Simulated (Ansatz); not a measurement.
# Bands, cutoff and cost in G0W0 for Cs2HgSe2 (Pbam)

Aim: see how the G0W0 gap of Cs2HgSe2 (Pbam) on PBE moves with empty bands and screening cutoff, and what each rung costs.

Program: Ansatz 0.2.0. Level of theory: G0W0 on PBE, plane waves, PAW; PAW set soft_1. Results are calculated unless marked as measured.

## Step 1: The structure

The structure is orthorhombic, space group Pbam (No. 55). The conventional cell has a = 8.185 Å, b = 10.330 Å, c = 4.711 Å, α = 90.00°, β = 90.00°, γ = 90.00°. Cs has 6 Se at 3.66 to 3.72 Å and 1 Cs at 3.87 Å nearest. Nearest to Hg lie 2 Se at 2.41 Å. Nearest to Se lie 1 Hg at 2.41 Å and 6 Cs at 3.66 to 3.72 Å. Farther neighbours and most contacts between anions are not listed.

Coordinates:

```cif
data_structure
_symmetry_space_group_name_H-M 'P 1'
_symmetry_Int_Tables_number 1
_cell_length_a 8.1849
_cell_length_b 10.3302
_cell_length_c 4.7112
_cell_angle_alpha 90.000
_cell_angle_beta 90.000
_cell_angle_gamma 90.000
_cell_volume 398.34
loop_
_atom_site_label
_atom_site_type_symbol
_atom_site_fract_x
_atom_site_fract_y
_atom_site_fract_z
_atom_site_occupancy
Cs1 Cs 0.39222 0.83311 0.50000 1
Cs2 Cs 0.60778 0.16689 0.50000 1
Cs3 Cs 0.89222 0.66689 0.50000 1
Cs4 Cs 0.10778 0.33311 0.50000 1
Hg5 Hg 0.50000 0.50000 0.00000 1
Hg6 Hg 0.00000 0.00000 0.00000 1
Se7 Se 0.23025 0.59445 0.00000 1
Se8 Se 0.76975 0.40555 0.00000 1
Se9 Se 0.73025 0.90555 0.00000 1
Se10 Se 0.26975 0.09445 0.00000 1
```

The cell and positions come from the Crystallography Open Database and are kept as given unless a step says otherwise. Spin-orbit coupling is left out unless a step names it.

## Step 2: 148 empty bands, screening to 30 eV

Now the one-shot GW correction: screening in the RPA, then the self-energy of the levels asked for. This step takes PAW set soft_1 files.

Input file input.yaml:

```yaml
crystal:
  lattice:
    - [8.1849, 0.0, 0.0]
    - [0.0, 10.3302, 0.0]
    - [0.0, 0.0, 4.7112]
  atoms:
    - { symbol: Cs, position: [0.39222, 0.83311, 0.5] }
    - { symbol: Cs, position: [0.60778, 0.16689, 0.5] }
    - { symbol: Cs, position: [0.89222, 0.66689, 0.5] }
    - { symbol: Cs, position: [0.10778, 0.33311, 0.5] }
    - { symbol: Hg, position: [0.5, 0.5, 0.0] }
    - { symbol: Hg, position: [0.0, 0.0, 0.0] }
    - { symbol: Se, position: [0.23025, 0.59445, 0.0] }
    - { symbol: Se, position: [0.76975, 0.40555, 0.0] }
    - { symbol: Se, position: [0.73025, 0.90555, 0.0] }
    - { symbol: Se, position: [0.26975, 0.09445, 0.0] }
kpoints:
  mp_grid: { grid: [2, 2, 4] }
hamiltonian:
  xc: pbe
  pseudopotentials: { kind: paw, azcp: { folder: soft_1 } }
scf:
  occupations: { method: fixed }
gw:
  n_empty_bands: 148
  ecut_chi: 30
  qp_bands: [v3, c3]
  qp_kpoints: band_edges
  screening: { model: contour_deformation }
```

On the command line:

```
ansatz run input.yaml --threads 2 --pin off --max-ram 92160MiB --backend cuda --events-out ev --progress --plain --runs-dir out --devices 1 --max-vram 13GiB
```

Numbers of over 12 decimals in the logs are rounded to 6 here.

Log:

```text
GPUs: using 1 of 1 available (devices: 1).
Engine: ansatz 0.2.0, x86_64-unknown-linux-gnu
Pseudopotentials: kind: paw
Pseudopotential: Cs, paw, valence charge 9, recommended cutoff 420 eV (normal), soft_1/Cs.paw.azcp
Pseudopotential: Hg, paw, valence charge 20, recommended cutoff 420 eV (normal), soft_1/Hg.paw.azcp
Pseudopotential: Se, paw, valence charge 16, recommended cutoff 420 eV (normal), soft_1/Se.paw.azcp
Functional definition: PBE
  parameter kappa = 0.804
  parameter beta = 0.066725
  exchange = pbe_x(kappa = kappa, mu = beta*pi^2/3)
  correlation = pbe_c(beta = beta)
device memory: the entry about to start is reckoned to put 3.6 GiB on a device that reports 55.5 GiB free (of which the cap on the GPU budget leaves the run 13.0 GiB)
GPU FFT provider: cuFFT
GPU libraries: cuBLAS 13.8.2, cuFFT 12.4.0, cuSOLVER 12.3.4
Crystal: 10 atoms, lattice volume = 398.340 Å³
Basis set: ecut = 420 eV, 7743 PW (Γ)
Bands: 84, of which v1, the nominal top of the filled ones, is band 70 counted from 1 (69 counted from 0)
Symmetry: 8 space group operations
Space group: Pbam (ITA 55), of the structure as read, at distance tolerance 7.4e-5 Å
k-points: 12 of 16
Non-local potential: Cs, projectors of the file, l = 0: 3, l = 1: 2, l = 2: 2, l = 3: 2
Non-local potential: Hg, projectors of the file, l = 0: 3, l = 1: 2, l = 2: 2, l = 3: 1
Non-local potential: Se, projectors of the file, l = 0: 2, l = 1: 2, l = 2: 3, l = 3: 1
PAW form: soft (Blöchl's): semilocal exchange-correlation on the pseudo side does not see the compensation charge
PAW one-centre angular grid: Cs, 194 points (default); XC on 64 Gauss nodes
PAW one-centre angular grid: Hg, 590 points (default); XC on 64 Gauss nodes
PAW one-centre angular grid: Se, 590 points (default); XC on 64 Gauss nodes
Initial density: superposition of atomic densities (chi_scale 0.1, normalization cell, long waves kept (reshape's long-wave potential 0.00 eV rms))
Initial wavefunctions: pseudopotential atomic-orbital guess
GPU buffer pool allocated for 138240 grid points (all kernels)
GPU transforms: local potential and band sums: pruned to the plane-wave sphere, on 60×72×32
Functional: x = pbe(κ = 0.804, μ = 0.219515), c = pbe(β = 0.066725)
SCF iter   1: F=—  HF=-72205.750035 eV  |F-HF|=—  |Δ(HF+E_count)|=         —  Δρ=4.04e-2  dr2=1.64e1  ethr=3.10e-3  ⟨swp⟩=4.7  Hψ=3071  notcnv=0  defer=118
preconditioner: auto → Resta (q_TF=auto, 2.292 Å⁻¹)  ε∞=3.9  [insulator: Δε(μ)=1.864 eV  Ē_g=9.449 eV  n_scr=76 (ndim 8)  ℏωp=16.2 eV  f_vac=0.021  ε∞_Penn≈3.9]
SCF iter   2: F=—  HF=-72201.213053 eV  |F-HF|=—  |Δ(HF+E_count)|=    4.54e0  Δρ=1.74e-2  dr2=2.92e0  ethr=3.10e-3  ⟨swp⟩=3.2  Hψ=1883  notcnv=0  defer=126
SCF iter   3: F=—  HF=-72200.053841 eV  |F-HF|=—  |Δ(HF+E_count)|=    1.16e0  Δρ=5.83e-3  dr2=3.45e-1  ethr=2.09e-3  ⟨swp⟩=4.0  Hψ=2031  notcnv=0  defer=132
SCF iter   4: F=—  HF=-72199.935773 eV  |F-HF|=—  |Δ(HF+E_count)|=   1.18e-1  Δρ=2.07e-3  dr2=3.85e-2  ethr=2.46e-4  ⟨swp⟩=3.2  Hψ=1784  notcnv=0  defer=142
SCF iter   5: F=—  HF=-72199.936390 eV  |F-HF|=—  |Δ(HF+E_count)|=   6.16e-4  Δρ=9.18e-4  dr2=5.57e-3  ethr=2.75e-5  ⟨swp⟩=3.0  Hψ=1954  notcnv=0  defer=144
SCF iter   6: F=—  HF=-72199.937847 eV  |F-HF|=—  |Δ(HF+E_count)|=   1.46e-3  Δρ=3.63e-4  dr2=7.47e-4  ethr=3.98e-6  ⟨swp⟩=2.0  Hψ=1668  notcnv=0  defer=144
SCF iter   7: F=—  HF=-72199.938634 eV  |F-HF|=—  |Δ(HF+E_count)|=   7.87e-4  Δρ=9.72e-5  dr2=4.42e-5  ethr=5.34e-7  ⟨swp⟩=3.0  Hψ=1739  notcnv=0  defer=144
SCF iter   8: F=—  HF=-72199.938715 eV  |F-HF|=—  |Δ(HF+E_count)|=   8.13e-5  Δρ=2.17e-5  dr2=3.57e-6  ethr=3.16e-8  ⟨swp⟩=2.0  Hψ=1405  notcnv=0  defer=140
SCF iter   9: F=—  HF=-72199.938719 eV  |F-HF|=—  |Δ(HF+E_count)|=   3.99e-6  Δρ=8.37e-6  dr2=3.43e-7  ethr=2.55e-9  ⟨swp⟩=2.0  Hψ=1346  notcnv=0  defer=142
SCF iter  10: F=-72199.938719 eV  HF=-72199.938719 eV  |F-HF|=1.47e-8  |Δ(HF+E_count)|=   3.09e-7  Δρ=1.38e-6  dr2=1.56e-8  ethr=7.14e-11  ⟨swp⟩=14.5  Hψ=4899  notcnv=0
SCF 1 converged in 10 iterations: F = -72199.938719 eV  dr2 = 1.56e-8
  greatest PAW one-centre occupation: 1.000 electrons in one spin orbital (limit 2), on the Hg atom at site 4 (counted from 0), in its partial waves of l = 0
device memory: the entry about to start is reckoned to put 4.1 GiB (of the 4.3 GiB reckoned in all, the device holds 0.2 GiB already) on a device that reports 54.0 GiB free (of which the cap on the GPU budget leaves the run 12.8 GiB)
NSCF: frozen V_eff on 12 k-points
the band table was solved once the SCF had ended and its energy, with any forces and stress, was formed, with the checks that follow a solve (4053 applications of the Hamiltonian). They found nothing against the state; the energy, forces and stress were not computed again (output.eigenvalues in the input reference)
device memory: the entry about to start is reckoned to put 3.4 GiB on a device that reports 53.8 GiB free (of which the cap on the GPU budget leaves the run 13.0 GiB)
NSCF: frozen V_eff on 12 k-points
G₀W₀ screening: q 1/12
[... further progress lines ...]
SCF converged after 10 iterations
Free energy (F): -72199.938719 eV
Harris-Foulkes:  -72199.938719 eV  (|F-HF|=1.47e-8)
Internal energy: -72199.938719 eV  (E = F + TS)
E sigma→0 (E₀):  -72199.938719 eV
Fermi energy:    5.173163 eV
--- Per-component energies (eV) ---
  E_band       = -2932.076774
  E_kinetic    = 2174.522746
  E_local      = -22303.505315  (includes V_loc(G=0)·N_el)
  E_nonlocal   = -1162.171589
  E_hartree    = 10734.170252
  E_xc         = -1484.029521
  E_vxc        = -1417.140791  (∫ρ·V_xc dr)
  E_paw        = -48675.765348  (= ΣΔE_a)
  E_vpaw       = -1692.122606  (= ΣTr[D̂ρ^β])
  E_aug_tail   = -0.000543  (compensation charges beyond the density's cutoff)
  E_ewald      = -11483.159401
  E_smearing   = -0.000000  (= −TS)
  E_closure    = -0.000000  (closes the sum)
  Σ components = -72199.938719   (vs F -72199.938719, Δ=0.00e0)
--- Band table (eV; the first three rows and the last of 12) ---
  k-point 0: bands = [... 66 lower, 4.8315, 4.9859, 5.1111, 5.1461, 7.1768, 8.0338, 8.2945, 8.8750, ... 10 higher]
  k-point 1: bands = [... 66 lower, 4.6053, 4.7043, 4.8464, 4.8545, 7.5854, 8.0473, 8.1582, 8.8896, ... 10 higher]
  k-point 2: bands = [... 66 lower, 4.4693, 4.5926, 4.6310, 4.8666, 7.9747, 8.0084, 8.0294, 8.1734, ... 10 higher]
  k-point 11: bands = [... 66 lower, 4.4959, 4.4959, 5.0727, 5.0727, 7.5731, 7.5731, 8.3470, 8.3470, ... 10 higher]
--- G₀W₀: contour deformation, 6 samples at zero and on the imaginary axis and 1 off it, 16 q-points, 148 empty bands' worth ---
  eigenvalues of the whole cell's RPA ε∞ on this k-mesh (on a slab, of 1 + 4πα/V) = 3.3550, 3.6344, 4.6054; static W/v taken at q = 0 is 0.255051
  gw.qp_kpoints: band_edges: 12 of 12 stored k-points solved, in 1 pass; an edge of the gap read off the rows below is read off those points alone
    ik  band        ε_KS         Σx   Σc(E_QP)       V_xc       Z   E_QP_lin       E_QP  E_QP is
     0    68      4.9859   -17.5731     2.6101   -14.5485  0.7633     4.5675     4.5714  root
     0    69      5.1111   -17.4270     2.5793   -14.4541  0.7637     4.7142     4.7176  root
     0    70      5.1461   -17.5869     2.5916   -14.6060  0.7643     4.7536     4.7568  root
     0    71      7.1768    -9.4146    -2.5650   -12.8669  0.8105     8.0757     8.0641  root
     0    72      8.0338    -5.1090    -2.7578    -8.5557  0.8123     8.7307     8.7227  root
     0    73      8.2945   -10.6045    -2.7251   -14.5849  0.7954     9.5861     9.5498  root
     1    68      4.7043   -17.0712     2.6264   -13.9830  0.7580     4.2372     4.2425  root
     1    69      4.8464   -17.2206     2.6004   -14.1659  0.7615     4.3872     4.3921  root
     1    70      4.8545   -17.2376     2.5851   -14.2029  0.7621     4.4001     4.4049  root
     1    71      7.5854    -9.8664    -2.5444   -13.4341  0.8042     8.6261     8.6088  root
     1    72      8.0473    -8.2845    -2.7294   -12.0397  0.8041     9.0929     9.0729  root
     1    73      8.1582    -5.5259    -2.6973    -8.9439  0.8101     8.8878     8.8788  root
     2    68      4.5926   -17.0251     2.6446   -13.8755  0.7576     4.0809     4.0876  root
     2    69      4.6310   -17.2095     2.6478   -14.0548  0.7589     4.1174     4.1241  root
     2    70      4.8666   -17.5213     2.6199   -14.4618  0.7627     4.4225     4.4271  root
     2    71      7.9747    -5.4958    -2.6506    -8.8583  0.8090     8.6953     8.6867  root
     2    72      8.0084    -5.7380    -2.6497    -9.0987  0.8090     8.7281     8.7194  root
     2    73      8.0294   -10.5445    -2.7049   -14.5060  0.7991     9.3181     9.2861  root
     3    68      4.6592   -17.0673     2.5870   -14.0113  0.7595     4.1848     4.1902  root
     3    69      5.1372   -17.4906     2.5758   -14.5273  0.7644     4.7464     4.7497  root
     3    70      5.1372   -17.4906     2.5758   -14.5273  0.7644     4.7464     4.7497  root
     3    71      7.6489    -9.2970    -2.5616   -12.8424  0.8047     8.6485     8.6326  root
     3    72      7.6489    -9.2970    -2.5616   -12.8424  0.8047     8.6485     8.6326  root
     3    73      8.6311    -6.4476    -2.8651   -10.1906  0.8025     9.5257     9.5090  root
[...]
10    72      8.1123    -8.9732    -2.6656   -12.6734  0.8011     9.1681     9.1470  root
    10    73      8.3867    -5.4220    -2.8128    -8.9913  0.8084     9.1538     9.1431  root
    11    68      4.4959   -16.9381     2.6339   -13.7738  0.7562     3.9577     3.9654  root
    11    69      5.0727   -17.5896     2.5764   -14.6114  0.7647     4.6674     4.6710  root
    11    70      5.0727   -17.5896     2.5764   -14.6114  0.7647     4.6674     4.6710  root
    11    71      7.5731    -5.0437    -2.6602    -8.3459  0.8148     8.2215     8.2152  root
    11    72      7.5731    -5.0437    -2.6602    -8.3459  0.8148     8.2215     8.2152  root
    11    73      8.3470   -10.3413    -2.7865   -14.4101  0.7965     9.6679     9.6293  root
```

Wall time 24 s (1 × NVIDIA H100 80GB HBM3 (shared by 6 runs) with 2 threads of AMD EPYC 7R13 (Zen 3), shared host); peak memory 1.7 GiB; 28 s of CPU time.

Reading the cycles: dr2 is the Hartree energy of the density residual (eV), the measure of convergence; HF is the Harris–Foulkes estimate of the energy, which meets the free energy F at convergence.

This step gave:

```yaml
bands_summed: 218
rpa_eps_infinity_on_this_mesh_eigenvalues: 3.355, 3.634, 4.605
plane_waves_in_the_screening_matrix: 147
q_points_in_the_mesh: 16
g0w0_gap_on_the_mesh: 3.266 eV
k_of_the_valence_top: -0.5, 0, 0
k_of_the_conduction_bottom: 0, 0, 0
starting_gap_on_the_mesh: 2.004 eV
z_at_the_valence_top: 0.7653
z_at_the_conduction_bottom: 0.8105
least_direct_g0w0_gap_on_the_computed_points: 3.307 eV
```

The gap on the mesh goes from 2.00 eV to 3.27 eV, a correction of +1.26 eV. Between the two edge states, bare exchange in place of the xc potential would open the gap by 6.40 eV, and correlation takes back 5.14 eV.

## Step 3: 420 empty bands, screening to 60 eV

Bands and screening cutoff are moved together, since each hides the error of the other.

Edit input.yaml of step 2 so:

```diff
@@ -24,4 +24,4 @@
 gw:
-  n_empty_bands: 148
-  ecut_chi: 30
+  n_empty_bands: 420
+  ecut_chi: 60
   qp_bands: [v3, c3]
```

Log:

```text
GPUs: using 1 of 1 available (devices: 1).
[...]
GPU FFT provider: cuFFT
GPU libraries: cuBLAS 13.8.2, cuFFT 12.4.0, cuSOLVER 12.3.4
Crystal: 10 atoms, lattice volume = 398.340 Å³
Basis set: ecut = 420 eV, 7743 PW (Γ)
Bands: 84, of which v1, the nominal top of the filled ones, is band 70 counted from 1 (69 counted from 0)
Symmetry: 8 space group operations
[...]
k-points: 12 of 16
[...]
GPU buffer pool allocated for 138240 grid points (all kernels)
[...]
SCF iter   1: F=—  HF=-72205.750035 eV  |F-HF|=—  |Δ(HF+E_count)|=         —  Δρ=4.04e-2  dr2=1.64e1  ethr=3.10e-3  ⟨swp⟩=4.7  Hψ=3071  notcnv=0  defer=118
[...]
SCF iter  10: F=-72199.938719 eV  HF=-72199.938719 eV  |F-HF|=1.47e-8  |Δ(HF+E_count)|=   3.09e-7  Δρ=1.38e-6  dr2=1.56e-8  ethr=7.14e-11  ⟨swp⟩=14.5  Hψ=4899  notcnv=0
SCF 1 converged in 10 iterations: F = -72199.938719 eV  dr2 = 1.56e-8
[...]
NSCF: frozen V_eff on 12 k-points
[...]
G₀W₀ screening: q 1/12
[... further progress lines ...]
SCF converged after 10 iterations
Free energy (F): -72199.938719 eV
[...]
Internal energy: -72199.938719 eV  (E = F + TS)
E sigma→0 (E₀):  -72199.938719 eV
Fermi energy:    5.173163 eV
[...]
--- Band table (eV; the first three rows and the last of 12) ---
  k-point 0: bands = [... 66 lower, 4.8315, 4.9859, 5.1111, 5.1461, 7.1768, 8.0338, 8.2945, 8.8750, ... 10 higher]
  k-point 1: bands = [... 66 lower, 4.6053, 4.7043, 4.8464, 4.8545, 7.5854, 8.0473, 8.1582, 8.8896, ... 10 higher]
  k-point 2: bands = [... 66 lower, 4.4693, 4.5926, 4.6310, 4.8666, 7.9747, 8.0084, 8.0294, 8.1734, ... 10 higher]
  k-point 11: bands = [... 66 lower, 4.4959, 4.4959, 5.0727, 5.0727, 7.5731, 7.5731, 8.3470, 8.3470, ... 10 higher]
[...]
0    68      4.9859   -17.5731     2.3060   -14.5485  0.7545     4.2549     4.2673  root
     0    69      5.1111   -17.4270     2.2637   -14.4541  0.7553     4.3904     4.4020  root
     0    70      5.1461   -17.5869     2.2737   -14.6060  0.7558     4.4275     4.4390  root
     0    71      7.1768    -9.4146    -2.7935   -12.8669  0.8054     7.8413     7.8356  root
     0    72      8.0338    -5.1090    -3.0278    -8.5557  0.8101     8.4554     8.4526  root
     0    73      8.2945   -10.6045    -3.0645   -14.5849  0.7888     9.2264     9.2104  root
     1    68      4.7043   -17.0712     2.3397   -13.9830  0.7498     3.9410     3.9560  root
     1    69      4.8464   -17.2206     2.3081   -14.1659  0.7535     4.0858     4.0999  root
[...]
11    70      5.0727   -17.5896     2.2676   -14.6114  0.7558     4.3504     4.3622  root
    11    71      7.5731    -5.0437    -2.9156    -8.3459  0.8127     7.9619     7.9598  root
    11    72      7.5731    -5.0437    -2.9156    -8.3459  0.8127     7.9619     7.9598  root
    11    73      8.3470   -10.3413    -3.1307   -14.4101  0.7901     9.3022     9.2850  root
```

Wall time 65 s (1 × NVIDIA H100 80GB HBM3 (shared by 6 runs) with 2 threads); peak memory 2.4 GiB; 98 s of CPU time.

Numbers from this step:

- bands summed: 490
- RPA ε∞ on this mesh (eigenvalues): 3.324, 3.614, 4.599
- plane waves in the screening matrix: 415
- q-points in the mesh: 16
- G0W0 gap on the mesh: 3.358 eV
- k of the valence top: -0.5, 0, 0
- k of the conduction bottom: 0, 0, 0
- starting gap on the mesh: 2.004 eV
- Z at the valence top: 0.7567
- Z at the conduction bottom: 0.8054
- least direct G0W0 gap on the computed points: 3.397 eV

Against the run with 2×2×4 mesh, 148 empty bands, screening to 30 eV, PAW set soft_1 files, the gap moves by +0.09 eV.

## Step 4: 904 empty bands, screening to 100 eV

Edit input.yaml of step 3 so:

```diff
@@ -24,4 +24,4 @@
 gw:
-  n_empty_bands: 420
-  ecut_chi: 60
+  n_empty_bands: 904
+  ecut_chi: 100.0
   qp_bands: [v3, c3]
```

Log:

```text
GPUs: using 1 of 1 available (devices: 1).
[...]
GPU FFT provider: cuFFT
GPU libraries: cuBLAS 13.8.2, cuFFT 12.4.0, cuSOLVER 12.3.4
Crystal: 10 atoms, lattice volume = 398.340 Å³
Basis set: ecut = 420 eV, 7743 PW (Γ)
Bands: 84, of which v1, the nominal top of the filled ones, is band 70 counted from 1 (69 counted from 0)
Symmetry: 8 space group operations
[...]
k-points: 12 of 16
[...]
1    69      4.8464   -17.2206     2.0825   -14.1659  0.7506     3.8489     3.8742  root
[...]
11    70      5.0727   -17.5896     2.0290   -14.6114  0.7527     4.1013     4.1236  root
    11    71      7.5731    -5.0437    -3.0349    -8.3459  0.8119     7.8415     7.8405  root
    11    72      7.5731    -5.0437    -3.0349    -8.3459  0.8119     7.8415     7.8405  root
    11    73      8.3470   -10.3413    -3.3543   -14.4101  0.7874     9.0708     9.0615  root
[key lines of the parts left out:]
SCF converged after 10 iterations
Free energy (F): -72199.938719 eV
Fermi energy:    5.173163 eV
```

It took 1.8 min on 1 × NVIDIA H100 80GB HBM3 (shared by 6 runs) with 2 threads; peak memory 4.5 GiB.

Numbers from this step:

```
bands summed                                 : 974
RPA ε∞ on this mesh (eigenvalues)            : 3.318, 3.607, 4.579
plane waves in the screening matrix          : 923
G0W0 gap on the mesh                         : 3.437 eV
k of the valence top                         : -0.5, 0, 0
k of the conduction bottom                   : 0, 0, 0
starting gap on the mesh                     : 2.004 eV
least direct G0W0 gap on the computed points : 3.472 eV
```

Against the run with 2×2×4 mesh, 420 empty bands, screening to 60 eV, PAW set soft_1 files, the gap moves by +0.08 eV.

(Part 1 of 2 ends here.)

[Paths, hosts, dates, memory and timing lines, banners, echoed tables and standing remarks are left out of the program output.]

[Logs are printed without paths, hosts, clocks, repeated set-up lines and the standing remarks that a program may print on its own settings, such as how far it seeks lower states.]

[Runs of the session that timed out or met a known fault of the program may be left out.]

[Cells called generated may have been cut or substituted from an entry of the Crystallography Open Database or the Materials Project.]

[Hosts, paths, dates, database ids (printed as entryN), source tags and the programs' standing remarks are cut or masked in the printed files.]
